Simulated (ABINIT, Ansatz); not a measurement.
An input for ABINIT 10.8.3 (KRb2ScF6 (Fm-3m)):

```
acell 3*1.0 Angstrom
rprim 
  0.000000000000 4.509500000000 4.509500000000
  4.509500000000 0.000000000000 4.509500000000
  4.509500000000 4.509500000000 0.000000000000
ntypat 4
znucl 19 37 21 9
natom 10
typat 1 2 2 3 4 4 4 4 4 4
xred 
  0.500000000000 0.500000000000 0.500000000000
  0.250000000000 0.250000000000 0.250000000000
  0.750000000000 0.750000000000 0.750000000000
  0.000000000000 -0.000000000000 0.000000000000
  0.780000000000 0.220000000000 0.220000000000
  0.220000000000 0.780000000000 0.220000000000
  0.220000000000 0.780000000000 0.780000000000
  0.780000000000 0.220000000000 0.780000000000
  0.220000000000 0.220000000000 0.780000000000
  0.780000000000 0.780000000000 0.220000000000
pp_dirpath "pseudos"
pseudos "K.upf, Rb.upf, Sc.upf, F.upf"
ecut 36
ngkpt 2 2 2
nshiftk 1
shiftk 0 0 0
kptopt 1
chksymbreak 0
istwfk *1
occopt 1
irdwfk 1
optdriver 3
nband 416
ecuteps 8
inclvkb 2
awtr 1
symchi 1
indata_prefix "in"
outdata_prefix "out"
tmpdata_prefix "tmp"
```

```sh
OMP_NUM_THREADS=1 mpirun -n 8 abinit run.abi > log
```

Estimate wall time and host memory on 8 MPI ranks of Intel Xeon 6975P-C (Granite Rapids), shared host.

It took 3.1 min; on shared hardware allow 92 s to 6.1 min. Peak host memory was 6.3 GiB.

[Paths, hosts, dates, memory and timing lines, banners, echoed tables and standing remarks are left out of the program output.]

[Logs are printed without paths, hosts, clocks, repeated set-up lines and the standing remarks that a program may print on its own settings, such as how far it seeks lower states.]

[Runs of the session that timed out or met a known fault of the program may be left out.]

[Hosts, paths, dates, database ids (printed as entryN), source tags and the programs' standing remarks are cut or masked in the printed files.]

[G0W0 gaps are taken among the corrected bands and points alone; a level outside them can change the order at an edge.]

[Where Ansatz stands beside ABINIT at settings called matched, ABINIT's density can come from a denser mesh and the files from another edition; pairs whose starting gaps differed by over 0.03 eV were left out, so agreement reads better than it is.]
